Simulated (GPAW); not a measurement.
# Work function of a 8-layer slab of Ba(100) at several levels, part 2 of 2

Wanted: work functions and dipole of a 8-layer slab of Ba(100), with the cost of each level.

GPAW 26.7.0; GPAW, PAW setups; slab in vacuum, relaxation (the session's first sound run).

So far, upper work function (eV): step 2 (relaxing the atoms, PBE, GPAW) 2.36; step 4 (OptPBE vdW: xc = "optPBE-vdW", GPAW, PAW setups, GPAW) 2.53; step 5 (self-consistent run: xc = "RPBE") 2.25; step 6 (self-consistent run: xc = "revPBE") 2.26; step 7 (self-consistent run: xc = "LDA") 2.52.

### Step 8. Self-consistent run: xc = "vdW-DF2"

The same geometry under vdW-DF2, to see how far the functional moves the levels against the vacuum (the van der Waals functionals take revPBE setups).

run.py reads:

```python
import json
import numpy as np
from ase import Atoms
from gpaw import GPAW, PW

slab = Atoms(
    ['Ba', 'Ba', 'Ba', 'Ba', 'Ba', 'Ba', 'Ba', 'Ba'],
    positions=[
        [2.51000, 2.51000, 9.00000],
        [0.00000, 0.00000, 11.51000],
        [2.51000, 2.51000, 14.02000],
        [0.00000, 0.00000, 16.53000],
        [2.51000, 2.51000, 19.03308],
        [0.00000, -0.00000, 21.58152],
        [2.51000, 2.51000, 24.00419],
        [-0.00000, 0.00000, 26.60580]],
    cell=[[5.02, 0.0, 0.0], [0.0, 5.02, 0.0], [0.0, 0.0, 35.57]],
    pbc=[True, True, False])

slab.calc = GPAW(mode=PW(400), xc='vdW-DF2', kpts={'size': (6, 6, 1), 'gamma': True},
                 occupations={'name': 'fermi-dirac', 'width': 0.1}, nbands='160%',
                 convergence={'density': 1e-05}, maxiter=200,
                 poissonsolver={'dipolelayer': 'xy'},
                 symmetry={'tolerance': 1e-3}, txt='slab.txt')
result = {}
energy = slab.get_potential_energy()
fermi = slab.calc.get_fermi_level()
v = slab.calc.get_electrostatic_potential().mean((0, 1)) - fermi
n = slab.calc.get_pseudo_density().mean((0, 1))
L = slab.cell[2, 2]
z = np.arange(len(v)) * L / len(v)
low, high = slab.positions[:, 2].min(), slab.positions[:, 2].max()
below, above = np.interp([low - 6.8, high + 6.8], z, v)
slopes = [np.interp(x, z, np.gradient(v, z)) for x in (low - 6.8, high + 6.8)]
eps = np.array([[slab.calc.get_eigenvalues(k, s) for k in range(len(slab.calc.get_ibz_k_points()))]
                for s in range(slab.calc.get_number_of_spins())]) - fermi
top, bottom = eps[eps < 0].max(), eps[eps > 0].min()
dipole = slab.get_dipole_moment()[2]
print(f'energy {energy:.4f} eV, Fermi level {fermi:.4f} eV, dipole {dipole:.5f} e A')
print(f'potential 6.8 A off the faces, from the Fermi level: lower {below:.4f} eV, upper {above:.4f} eV')
print(f'slope of the potential there: lower {slopes[0]:.5f}, upper {slopes[1]:.5f} eV/A')
print(f'nearest levels on the mesh: {top:.4f} and {bottom:.4f} eV')
print('magnetic moment', round(slab.get_magnetic_moment(), 3))
result.update(energy=energy, fermi=fermi, dipole=dipole, below=below, above=above, slopes=slopes, edges=[top, bottom],
              z=z.tolist(), v=v.tolist(), n=n.tolist(), positions=slab.positions.tolist(),
              forces=slab.get_forces(apply_constraint=False).tolist(), moments=slab.get_magnetic_moments().tolist())
json.dump(result, open('result.json', 'w'))
```

Run with:

```
> OMP_NUM_THREADS=1 OPENBLAS_NUM_THREADS=1 python run.py
```

The job ended after 28 min (1 thread of Arm Neoverse V2, shared host; peak memory 1 GiB).

This step gave:

```
dipole along the normal                    : 0.001080 e·Å
levels nearest the Fermi level on the mesh : -0.04479, 0.01815 eV from the Fermi level
upper work function                        : 2.696 eV
lower work function                        : 2.703 eV
```

The upper face's work function is 2.696 eV, against 2.357 eV in the first plane-wave PBE run at this geometry.

### Step 9. Real-space grid: mode = "fd"

A real-space grid is a second complete basis, so it checks the plane-wave result.

Edit run.py of step 8 so:

```diff
@@ -3,3 +3,3 @@
 from ase import Atoms
-from gpaw import GPAW, PW
+from gpaw import GPAW
 
@@ -19,3 +19,3 @@
 
-slab.calc = GPAW(mode=PW(400), xc='vdW-DF2', kpts={'size': (6, 6, 1), 'gamma': True},
+slab.calc = GPAW(mode='fd', h=0.18, xc='PBE', kpts={'size': (6, 6, 1), 'gamma': True},
                  occupations={'name': 'fermi-dirac', 'width': 0.1}, nbands='160%',
```

Run time: 45 min. Hardware: 1 thread; peak memory 2.8 GiB.

Numbers from this step:

* dipole along the normal: 5.80e-4 e·Å
* levels nearest the Fermi level on the mesh: -0.02833, 0.04451 eV from the Fermi level
* upper work function: 2.356 eV
* lower work function: 2.360 eV

The electrostatic potential energy of an electron (without an applied field's), less the Fermi level, planar mean oscillates, so the rows of the table below give means over windows of 2.5 Å about each position, cut where the curve ends. Its maxima inside the range that stand out by 2 % of the span (Å: eV): 10.3: -0.670, 12.8: -0.577, 15.3: -0.604, 17.8: -0.619, 20.3: -0.435, 22.8: -0.901, 25.3: -0.337. Its minima: 9.0: -12.2, 11.5: -11.7, 14.0: -11.8, 16.5: -11.9, 19.0: -11.7, 21.6: -11.9, 24.0: -11.7, 26.6: -12.2.

Electrostatic potential energy of an electron (without an applied field's), less the Fermi level, planar mean against z; means over each step:

z (Å), electrostatic potential energy of an electron (without an applied field's), less the Fermi level, planar mean (eV) and a bar from the least value:
```
     1.25        2.4 ##############################
     3.75        2.4 ##############################
     6.25        2.0 #############################
     8.75       -4.9 #
    11.25       -5.0 #
    13.75       -5.0 
    16.25       -5.0 
    18.75       -5.0 
    21.25       -5.0 
    23.75       -5.0 
    26.25       -5.1 
    28.75        1.5 ###########################
    31.25        2.3 ##############################
    33.75        2.4 ##############################
```

The upper face's work function is 2.356 eV, against 2.357 eV in the first plane-wave PBE run at this geometry.

### Step 10. Atomic orbitals: mode = "lcao"

Atom-centred orbitals end a few angstrom from the surface, which tests how much the density's tail matters.

Edit run.py of step 9 so:

```diff
@@ -19,4 +19,4 @@
 
-slab.calc = GPAW(mode='fd', h=0.18, xc='PBE', kpts={'size': (6, 6, 1), 'gamma': True},
-                 occupations={'name': 'fermi-dirac', 'width': 0.1}, nbands='160%',
+slab.calc = GPAW(mode='lcao', basis='dzp', h=0.18, xc='PBE', kpts={'size': (6, 6, 1), 'gamma': True},
+                 occupations={'name': 'fermi-dirac', 'width': 0.1}, nbands='120%',
                  convergence={'density': 1e-05}, maxiter=200,
```

It took 29 min on 1 thread; peak memory 0.99 GiB.

This step gave:

```
dipole along the normal                    : 5.79e-4 e·Å
levels nearest the Fermi level on the mesh : -0.02564, 0.04586 eV from the Fermi level
upper work function                        : 2.328 eV
lower work function                        : 2.332 eV
```

The electrostatic potential energy of an electron (without an applied field's), less the Fermi level, planar mean oscillates, so the rows of the table below give means over windows of 2.5 Å about each position, cut where the curve ends. Its maxima inside the range that stand out by 2 % of the span (Å: eV): 10.3: -0.689, 12.8: -0.586, 15.3: -0.613, 17.8: -0.630, 20.3: -0.442, 22.8: -0.914, 25.3: -0.353. Its minima: 9.0: -12.2, 11.5: -11.7, 14.0: -11.8, 16.5: -11.9, 19.0: -11.7, 21.6: -11.9, 24.0: -11.7, 26.6: -12.2.

The electrostatic potential energy of an electron (without an applied field's), less the Fermi level, planar mean by z; means over each step:

| z (Å) | electrostatic potential energy of an electron (without an applied field's), less the Fermi level, planar mean (eV) |
| --- | --- |
| 1.25 | 2.33 |
| 3.75 | 2.33 |
| 6.25 | 2.04 |
| 8.75 | -4.95 |
| 11.25 | -4.97 |
| 13.75 | -5.04 |
| 16.25 | -5.03 |
| 18.75 | -5.04 |
| 21.25 | -5.00 |
| 23.75 | -5.03 |
| 26.25 | -5.12 |
| 28.75 | 1.50 |
| 31.25 | 2.32 |
| 33.75 | 2.33 |

The upper face's work function is 2.328 eV, against 2.357 eV in the first plane-wave PBE run at this geometry.

### Step 11. Cost and result by level

Times are for 1 thread of Arm Neoverse V2, shared host. Results by setting:

| no. | run | upper work function (eV) | lower work function (eV) | time | memory (GiB) |
| --- | --- | --- | --- | --- | --- |
| 1 | pw | 2.357 | 2.361 | 12 min | 0.54 |
| 2 | optPBE vdW | 2.527 | 2.533 | 14 min | 1.0 |
| 3 | RPBE | 2.253 | 2.256 | 12 min | 0.54 |
| 4 | revPBE | 2.257 | 2.259 | 14 min | 0.54 |
| 5 | LDA | 2.525 | 2.531 | 11 min | 0.54 |
| 6 | vdW DF2 | 2.696 | 2.703 | 28 min | 1.0 |
| 7 | fd | 2.356 | 2.360 | 45 min | 2.8 |
| 8 | lcao | 2.328 | 2.332 | 29 min | 0.99 |

### Step 12. Side by side

Results and costs are gathered.

This step: comparison of work functions, dipole and cost (GPAW 26.7.0).

Ladder, by row:

| step | code | work function, upper (eV) | work function, lower (eV) | dipole (e Å) | wall time (s) | peak memory (GiB) | threads |
| --- | --- | --- | --- | --- | --- | --- | --- |
| pw | GPAW | 2.357 | 2.361 | 5.93e-4 | 738.7 | 0.54 | 1 |
| optPBE-vdW | GPAW | 2.527 | 2.533 | 9.62e-4 | 866.6 | 1.01 | 1 |
| RPBE | GPAW | 2.253 | 2.256 | 4.04e-4 | 690.5 | 0.54 | 1 |
| revPBE | GPAW | 2.257 | 2.259 | 3.47e-4 | 833 | 0.54 | 1 |
| LDA | GPAW | 2.525 | 2.531 | 9.21e-4 | 638.7 | 0.54 | 1 |
| vdW-DF2 | GPAW | 2.696 | 2.703 | 0.00108 | 1679 | 1.01 | 1 |
| fd | GPAW | 2.356 | 2.36 | 5.80e-4 | 2696 | 2.77 | 1 |
| lcao | GPAW | 2.328 | 2.332 | 5.79e-4 | 1721 | 0.99 | 1 |

### Step 13. What came out

```yaml
work_function_both_faces: 2.36 eV
dipole_along_the_normal: 5.9e-4 e Å
```

What this shows: With plane waves and PBE the work function is 2.36 eV on the upper face and 2.36 eV on the lower. The measured value for polycrystalline Ba, which weights the faces of low work function, is 2.53 eV (as compiled in "Anisotropic work function of elemental crystals", 2019, arxiv:1902.07811); the relaxed upper face lies 0.17 eV under it with PBE, and optPBE-vdW comes nearest (2.53 eV). Measured work functions scatter by a tenth of an eV or more between methods. Over the sound runs of the table the upper face's work function spans 2.253 (RPBE) to 2.696 eV (vdW-DF2). The small printed dipole stands for a step of -4.3 meV from the lower to the upper face, and the probes find -4.2 meV; values this small are near the numerical noise of both. The in-plane lattice was kept as typed, which isn't the functional's own and leaves some strain; spin-orbit coupling and temperature are left out.

[Logs are printed without paths, hosts, clocks, repeated set-up lines and the standing remarks that a program may print on its own settings, such as how far it seeks lower states.]

[Hosts, paths, dates, database ids (printed as entryN), source tags and the programs' standing remarks are cut or masked in the printed files.]
